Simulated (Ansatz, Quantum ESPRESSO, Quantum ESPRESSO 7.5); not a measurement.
# Pb(111) with one reversed stacking step (an intrinsic fault): ballistic transmission

Wanted: the transmission near the Fermi level and the conductance of this junction: Pb(111) with one reversed stacking step (an intrinsic fault).

Method: plane-wave DFT, PBEsol, GBRV ultrasoft pseudopotentials (cross-check by Ansatz 0.2.0 with PAW datasets), in Quantum ESPRESSO 7.5.

### 1. Set-up

The cell holds 14 atoms: 14 Pb. Cell: a = 3.557 Å, b = 3.557 Å, c = 40.657 Å, α = 90.0°, β = 90.0°, γ = 60.0°. It derives from Pb. Regions: left lead, 6 atoms (6 Pb); channel, 2 atoms (2 Pb); right lead, 6 atoms (6 Pb). The structure is stacked along c, and the current runs across the ab planes.

### 2. SCF with pw.x

One periodic cell holds a stretch of lead, the junction and more lead; the atoms stay as built.

scf.in reads:

```
&control
  prefix = 'scf'
  outdir = './out'
  pseudo_dir = './pseudo'
  calculation = 'scf'
  tprnfor = .true.
/
&system
  ibrav = 0
  nat = 14
  ntyp = 1
  ecutwfc = 40
  ecutrho = 200
  occupations = 'smearing'
  smearing = 'mv'
  degauss = 0.01
/
&electrons
  conv_thr = 1e-07
  mixing_beta = 0.25
  electron_maxstep = 120
  mixing_mode = 'local-TF'
/
ATOMIC_SPECIES
  Pb  207.2000  pb_pbesol_v1.uspp.F.UPF
CELL_PARAMETERS angstrom
  3.55674710936833 0.00000000000000 0.00000000000000
  1.77837355468417 3.08023335154985 0.00000000000000
  0.00000000000000 0.00000000000000 40.65700595633345
ATOMIC_POSITIONS crystal
  Pb  0.000000000000 0.000000000000 0.000000000000
  Pb  0.333333333000 0.333333333000 0.071428571429
  Pb  0.666666667000 0.666666667000 0.142857142857
  Pb  0.000000000000 0.000000000000 0.214285714286
  Pb  0.333333333000 0.333333333000 0.285714285714
  Pb  0.666666667000 0.666666667000 0.357142857143
  Pb  0.333333333000 0.333333333000 0.428571428571
  Pb  0.666666667000 0.666666667000 0.500000000000
  Pb  0.000000000000 0.000000000000 0.571428571429
  Pb  0.333333333000 0.333333333000 0.642857142857
  Pb  0.666666667000 0.666666667000 0.714285714286
  Pb  0.000000000000 0.000000000000 0.785714285714
  Pb  0.333333333000 0.333333333000 0.857142857143
  Pb  0.666666667000 0.666666667000 0.928571428571
K_POINTS automatic
  8 8 1 0 0 0
```

Launch:

```bash
> OMP_NUM_THREADS=1 mpirun -n 4 pw.x -nk 4 -in scf.in > scf.out
```

The program printed:

```text
Program PWSCF v.7.5 starts
[citation notice left out]

     Parallel version (MPI & OpenMP), running on       4 processor cores
     Number of MPI processes:                 4
     Threads/MPI process:                     1

     MPI processes distributed on     1 nodes
[...]
Current dimensions of program PWSCF are:
     Max number of different atomic species (ntypx) = 10
     Max number of k-points (npk) =  40000
     Max angular momentum in pseudopotentials (lmaxx) =  4
     Message from routine setup:
     using ibrav=0 with symmetry is DISCOURAGED, use correct ibrav instead

     K-points division:     npool     =       4
     Subspace diagonalization in iterative solution of the eigenvalue problem:
     a serial algorithm will be used

     G-vector sticks info
     --------------------
     sticks:   dense  smooth     PW     G-vecs:    dense   smooth      PW
     Sum         625     499    151               143421   102999   17699

     Using Slab Decomposition

     bravais-lattice index     =            0
     lattice parameter (alat)  =       6.7213  a.u.
     unit-cell volume          =    3005.8590 (a.u.)^3
     number of atoms/cell      =           14
     number of atomic types    =            1
     number of electrons       =       196.00
     number of Kohn-Sham states=          118
     kinetic-energy cutoff     =      40.0000  Ry
     charge density cutoff     =     200.0000  Ry
     scf convergence threshold =      1.0E-07
     mixing beta               =       0.2500
     number of iterations used =            8  local-TF  mixing
     Exchange-correlation= SLA  PW   PSX  PSC
                           (   1   4  10   8   0   0   0)

     celldm(1)=   6.721278  celldm(2)=   0.000000  celldm(3)=   0.000000
     celldm(4)=   0.000000  celldm(5)=   0.000000  celldm(6)=   0.000000

     crystal axes: (cart. coord. in units of alat)
               a(1) = (   1.000000   0.000000   0.000000 )
               a(2) = (   0.500000   0.866025   0.000000 )
               a(3) = (   0.000000   0.000000  11.430952 )

     reciprocal axes: (cart. coord. in units 2 pi/alat)
               b(1) = (  1.000000 -0.577350  0.000000 )
               b(2) = (  0.000000  1.154701  0.000000 )
               b(3) = (  0.000000  0.000000  0.087482 )

     PseudoPot. # 1 for Pb read from file:
     ./pseudo/pb_pbesol_v1.uspp.F.UPF
     Pseudo is Ultrasoft + core correction, Zval = 14.0
     Generated by new atomic code, or converted to UPF format
     Using radial grid of  899 points,  6 beta functions with:
                l(1) =   0
                l(2) =   0
                l(3) =   1
                l(4) =   1
                l(5) =   2
                l(6) =   2
     Q(r) pseudized with  6 coefficients,  rinner =    1.000   1.000   1.000
                                                       1.000   1.000

     atomic species   valence    mass     pseudopotential
     Pb               14.00   207.20000     Pb( 1.00)

      6 Sym. Ops. (no inversion) found

   Cartesian axes

     site n.     atom                  positions (alat units)
         1        Pb     tau(   1) = (   0.0000000   0.0000000   0.0000000  )
         2        Pb     tau(   2) = (   0.5000000   0.2886751   0.8164966  )
         3        Pb     tau(   3) = (   1.0000000   0.5773503   1.6329932  )
         4        Pb     tau(   4) = (   0.0000000   0.0000000   2.4494897  )
         5        Pb     tau(   5) = (   0.5000000   0.2886751   3.2659863  )
         6        Pb     tau(   6) = (   1.0000000   0.5773503   4.0824829  )
         7        Pb     tau(   7) = (   0.5000000   0.2886751   4.8989795  )
         8        Pb     tau(   8) = (   1.0000000   0.5773503   5.7154761  )
         9        Pb     tau(   9) = (   0.0000000   0.0000000   6.5319726  )
        10        Pb     tau(  10) = (   0.5000000   0.2886751   7.3484692  )
        11        Pb     tau(  11) = (   1.0000000   0.5773503   8.1649658  )
        12        Pb     tau(  12) = (   0.0000000   0.0000000   8.9814624  )
        13        Pb     tau(  13) = (   0.5000000   0.2886751   9.7979590  )
        14        Pb     tau(  14) = (   1.0000000   0.5773503  10.6144556  )

     number of k points=    10  Marzari-Vanderbilt smearing, width (Ry)=  0.0100
                       cart. coord. in units 2pi/alat
        k(    1) = (   0.0000000   0.0000000   0.0000000), wk =   0.0312500
        k(    2) = (   0.0000000   0.1443376   0.0000000), wk =   0.1875000
        k(    3) = (   0.0000000   0.2886751   0.0000000), wk =   0.1875000
        k(    4) = (   0.0000000   0.4330127   0.0000000), wk =   0.1875000
        k(    5) = (   0.0000000  -0.5773503   0.0000000), wk =   0.0937500
        k(    6) = (   0.1250000   0.2165064   0.0000000), wk =   0.1875000
        k(    7) = (   0.1250000   0.3608439   0.0000000), wk =   0.3750000
        k(    8) = (   0.1250000  -0.6495191   0.0000000), wk =   0.3750000
        k(    9) = (   0.2500000  -0.7216878   0.0000000), wk =   0.1875000
        k(   10) = (   0.2500000  -0.5773503   0.0000000), wk =   0.1875000

     Dense  grid:   143421 G-vectors     FFT dimensions: (  32,  32, 360)

     Smooth grid:   102999 G-vectors     FFT dimensions: (  27,  27, 320)

     Estimated max dynamical RAM per process >     369.36 MB

     Estimated total dynamical RAM >       1.34 GB

     Check: negative core charge=   -0.000009

     Initial potential from superposition of free atoms

     starting charge     195.9704, renormalised to     196.0000

     negative rho (up, down):  2.228E-01 0.000E+00
     Starting wfcs are  126 randomized atomic wfcs

     total cpu time spent up to now is        4.1 secs

     per-process dynamical memory:   209.6 Mb

     Self-consistent Calculation

     iteration #  1     ecut=    40.00 Ry     beta= 0.25
     Davidson diagonalization with overlap
     ethr =  1.00E-02,  avg # of iterations =  2.1

     Threshold (ethr) on eigenvalues was too large:
     Diagonalizing with lowered threshold

     Davidson diagonalization with overlap
     ethr =  1.74E-05,  avg # of iterations =  6.6

     negative rho (up, down):  2.221E-01 0.000E+00

     total cpu time spent up to now is       30.2 secs

     total energy              =   -2294.44036431 Ry
     estimated scf accuracy    <       0.03939257 Ry

     iteration #  2     ecut=    40.00 Ry     beta= 0.25
[...]
negative rho (up, down):  2.204E-01 0.000E+00

[...]
total energy              =   -2294.42639350 Ry
     estimated scf accuracy    <       0.02732006 Ry

[...]
-6.5842  -6.5824  -6.5779  -6.5758  -6.5757  -6.5752  -6.5721  -6.5694
    -6.5686  -6.5649  -6.5583  -6.5562  -6.5553  -6.5546  -6.5539  -6.5520
    -6.5492  -6.5466  -6.5432  -6.5430  -6.5397  -6.5387  -6.5382  -6.5350
    -6.5347  -6.5335  -6.5306  -6.5280  -6.5254  -6.5209  -6.5198  -6.5198
    -6.5148  -6.5116  -6.4978  -6.4917  -6.4775  -6.4677  -6.4673  -6.4636
    -6.4629  -6.4519  -6.4502  -6.4415  -6.4388  -6.4369  -6.4328  -6.4294
    -6.4151  -6.4102  -6.4096  -6.3996  -6.3932  -6.3818  -6.3790  -6.3707
    -6.3630  -6.3613  -6.3573  -6.3508  -6.3393  -6.3322  -0.8013  -0.7116
    -0.7024  -0.4340  -0.4220   0.0312   0.0331   0.6565   0.6596   1.3986
     1.4094   2.1296   2.1389   2.4882   6.7108   7.2514   7.2647   8.5550
     8.5708  10.2436  10.2446  12.0587  12.1426  13.3820  13.4193  13.5460
    13.5773  13.6956  13.8812  14.1025  14.1316  14.3665  14.5733  14.8222
    14.8378  14.9137  14.9964  15.0299  15.0881  15.2942  15.3320  15.4005
    15.4416  15.5705  15.8035  15.9057  15.9200  16.3008

          k = 0.0000 0.2887 0.0000 ( 12810 PWs)   bands (ev):

    -6.6702  -6.6510  -6.6506  -6.6413  -6.6377  -6.6271  -6.6143  -6.6115
    -6.5993  -6.5878  -6.5864  -6.5810  -6.5785  -6.5725  -6.5678  -6.5612
    -6.5558  -6.5523  -6.5509  -6.5471  -6.5437  -6.5414  -6.5375  -6.5369
    -6.5343  -6.5341  -6.5260  -6.5230  -6.5181  -6.5163  -6.5108  -6.5069
    -6.4976  -6.4940  -6.4836  -6.4771  -6.4705  -6.4661  -6.4656  -6.4619
    -6.4607  -6.4534  -6.4521  -6.4468  -6.4446  -6.4423  -6.4421  -6.4377
    -6.4340  -6.4273  -6.4270  -6.4250  -6.4180  -6.4170  -6.4159  -6.4110
    -6.4104  -6.4056  -6.4047  -6.4030  -6.3991  -6.3958  -6.3929  -6.3849
    -6.3785  -6.3785  -6.3599  -6.3454  -6.3354  -6.3271  -0.0457   0.0425
     0.0520   0.3137   0.3276   0.7593   0.7751   1.3500   1.3797   2.0361
     2.0819   2.6878   2.7320   3.0089   7.5608   7.9235   8.0679   8.9368
     9.0152   9.6796  10.1142  10.1810  10.3901  10.5605  10.6231  10.7360
    11.0883  11.3386  11.5271  11.7226  11.8991  12.1066  12.5218  12.6772
    12.8842  13.4251  13.5614  13.6387  13.6967  13.7569  13.9249  14.0307
    14.4065  14.4719  14.5412  15.0484  15.1800  15.1898

          k = 0.0000 0.4330 0.0000 ( 12844 PWs)   bands (ev):

    -6.7077  -6.6951  -6.6858  -6.6818  -6.6644  -6.6549  -6.6431  -6.6277
    -6.6250  -6.6184  -6.6099  -6.6086  -6.6002  -6.5977  -6.5895  -6.5888
    -6.5862  -6.5820  -6.5790  -6.5674  -6.5673  -6.5561  -6.5538  -6.5512
    -6.5492  -6.5431  -6.5405  -6.5372  -6.5299  -6.5293  -6.5120  -6.5062
    -6.4895  -6.4889  -6.4630  -6.4552  -6.4406  -6.4252  -6.4228  -6.4219
    -6.4093  -6.4067  -6.4051  -6.4011  -6.3938  -6.3908  -6.3878  -6.3833
    -6.3786  -6.3744  -6.3719  -6.3711  -6.3696  -6.3655  -6.3648  -6.3621
    -6.3595  -6.3593  -6.3572  -6.3566  -6.3542  -6.3535  -6.3521  -6.3495
    -6.3448  -6.3410  -6.3379  -6.3337  -6.3254  -6.3188   1.1464   1.2179
     1.2479   1.4475   1.5159   1.8140   1.9395   2.2783   2.4812   2.7829
     3.0493   3.2421   3.4614   3.5259   7.4514   7.5643   7.6166   7.8033
     7.9751   7.9898   8.1483   8.2417   8.5698   8.6410   9.1720   9.2844
     9.4566   9.5506   9.9856  10.0553  10.2539  10.9026  11.4216  12.4531
    12.5523  12.6871  12.7880  12.8058  12.8095  13.0872  13.1056  13.1428
    13.6207  13.6396  13.6646  14.1710  14.2905  14.3349

          k = 0.0000-0.5774 0.0000 ( 12878 PWs)   bands (ev):

    -6.7230  -6.7095  -6.7069  -6.6886  -6.6822  -6.6590  -6.6570  -6.6425
    -6.6383  -6.6310  -6.6263  -6.6232  -6.6146  -6.6109  -6.6064  -6.5955
    -6.5931  -6.5912  -6.5903  -6.5753  -6.5751  -6.5736  -6.5624  -6.5609
    -6.5561  -6.5553  -6.5522  -6.5425  -6.5340  -6.5331  -6.5275  -6.5250
    -6.5194  -6.4801  -6.4753  -6.4384  -6.4274  -6.4269  -6.4054  -6.3979
    -6.3939  -6.3867  -6.3830  -6.3824  -6.3720  -6.3694  -6.3671  -6.3616
    -6.3602  -6.3553  -6.3530  -6.3482  -6.3436  -6.3416  -6.3405  -6.3384
    -6.3378  -6.3343  -6.3318  -6.3317  -6.3312  -6.3279  -6.3265  -6.3249
    -6.3191  -6.3161  -6.3126  -6.3113  -6.3064  -6.3047   2.2242   2.3134
     2.3257   2.3794   2.4058   2.5493   2.5597   2.8037   2.8134   3.0850
     3.1553   3.3639   3.4669   3.5704   6.4525   6.5212   6.7398   6.8823
     7.0427   7.3684   7.4320   7.4801   7.7076   7.8510   8.0644   8.1731
     8.2711   8.4726  10.5927  10.9262  11.1252  11.3014  11.4468  11.6946
    12.2267  12.3783  12.4033  12.4563  12.4867  12.4959  12.8144  12.8267
    13.1207  13.3432  13.3450  13.8305  14.0174  14.0196

          k = 0.1250 0.2165 0.0000 ( 12835 PWs)   bands (ev):

    -6.6290  -6.6229  -6.6140  -6.6065  -6.6053  -6.6043  -6.5999  -6.5968
    -6.5944  -6.5897  -6.5838  -6.5838  -6.5814  -6.5786  -6.5702  -6.5663
    -6.5580  -6.5538  -6.5535  -6.5490  -6.5478  -6.5417  -6.5382  -6.5347
    -6.5329  -6.5315  -6.5288  -6.5245  -6.5234  -6.5226  -6.5223  -6.5176
    -6.5150  -6.5026  -6.4969  -6.4885  -6.4849  -6.4846  -6.4821  -6.4809
    -6.4788  -6.4787  -6.4730  -6.4721  -6.4701  -6.4701  -6.4693  -6.4629
    -6.4599  -6.4554  -6.4339  -6.4336  -6.4228  -6.4218  -6.4182  -6.4164
    -6.4117  -6.4112  -6.4090  -6.4064  -6.4044  -6.3905  -6.3870  -6.3744
    -6.3717  -6.3616  -6.3566  -6.3495  -6.3449  -6.3398  -0.2959  -0.2069
    -0.1978   0.0674   0.0794   0.5247   0.5263   1.1331   1.1351   1.8426
     1.8529   2.5235   2.5321   2.8465   7.2877   7.7693   7.7735   8.9212
     8.9239  10.2933  10.2960  11.4174  11.4290  11.6334  11.7310  11.7534
    11.8851  11.9223  12.1223  12.1936  12.3610  12.3664  12.5844  12.8218
    13.0193  13.3411  13.3865  13.6176  13.6991  13.9653  14.0960  14.2434
    14.6489  14.6612  14.7348  14.9486  14.9801  15.2111

[...]
the Fermi energy is    10.3574 ev

!    total energy              =   -2294.43130872 Ry
     estimated scf accuracy    <       0.00000007 Ry
     smearing contrib. (-TS)   =       0.00014432 Ry
     internal energy E=F+TS    =   -2294.43145304 Ry

     The total energy is F=E-TS. E is the sum of the following terms:
     one-electron contribution =    -466.61456854 Ry
     hartree contribution      =     378.12536212 Ry
     xc contribution           =    -882.39004284 Ry
     ewald contribution        =   -1323.55220379 Ry

     convergence has been achieved in   8 iterations

     negative rho (up, down):  2.263E-01 0.000E+00

     Forces acting on atoms (cartesian axes, Ry/au):

     atom    1 type  1   force =     0.00000000    0.00000000    0.00006921
     atom    2 type  1   force =     0.00000000    0.00000000   -0.00002797
     atom    3 type  1   force =     0.00000000    0.00000000    0.00073251
     atom    4 type  1   force =     0.00000000    0.00000000    0.00010413
     atom    5 type  1   force =     0.00000000    0.00000000   -0.00111746
     atom    6 type  1   force =     0.00000000    0.00000000   -0.00232919
     atom    7 type  1   force =     0.00000000    0.00000000    0.00234620
     atom    8 type  1   force =     0.00000000    0.00000000    0.00111462
     atom    9 type  1   force =     0.00000000    0.00000000   -0.00007298
     atom   10 type  1   force =     0.00000000    0.00000000   -0.00078417
     atom   11 type  1   force =     0.00000000    0.00000000    0.00001413
     atom   12 type  1   force =     0.00000000    0.00000000   -0.00002622
     atom   13 type  1   force =     0.00000000    0.00000000   -0.00027344
     atom   14 type  1   force =     0.00000000    0.00000000    0.00025063

     Total force =     0.003838     Total SCF correction =     0.001070
     SCF correction compared to forces is large: reduce conv_thr to get better values

[...]
=------------------------------------------------------------------------------=
   JOB DONE.
=------------------------------------------------------------------------------=
```

Elapsed: 2.6 min, on 4 MPI ranks of Arm Neoverse V2, shared host; peak memory 1.5 GiB.

This step gave:

- free energy: -31217.3283 eV
- Fermi energy: 10.36 eV

The program's own clock; routines nest. Time by routine:

| routine | wall time (s) | calls |
| --- | --- | --- |
| PWSCF | 155.6 | 1 |
| electrons | 149.4 | 1 |
| c_bands | 135.1 | 9 |
| cegterg | 121.5 | 27 |
| h_psi | 64.61 | 185 |
| fftw | 43.73 | 24774 |
| vloc_psi | 41.56 | 185 |
| calbec | 15.88 | 224 |
| sum_band | 11.35 | 9 |
| add_vuspsi | 11.29 | 185 |
| s_psi | 11.27 | 185 |
| h_psi:calbec | 11.21 | 185 |
| init_run | 4 | 1 |
| wfcinit | 3.51 | 1 |

The run needed 8 iterations to bring the estimated error under 1e-07 Ry; the largest force on any atom, held or free, is 0.06 eV/Å.

(Part 1 of 3 ends here.)

[Logs are printed without paths, hosts, clocks, repeated set-up lines and the standing remarks that a program may print on its own settings, such as how far it seeks lower states.]

[Hosts, paths, dates, database ids (printed as entryN), source tags and the programs' standing remarks are cut or masked in the printed files.]

[Maps of the electrostatic potential energy from Ansatz leave out the sawtooth potential of an applied field or a dipole correction, so their vacuum need not be flat; planar profiles and work functions include it.]
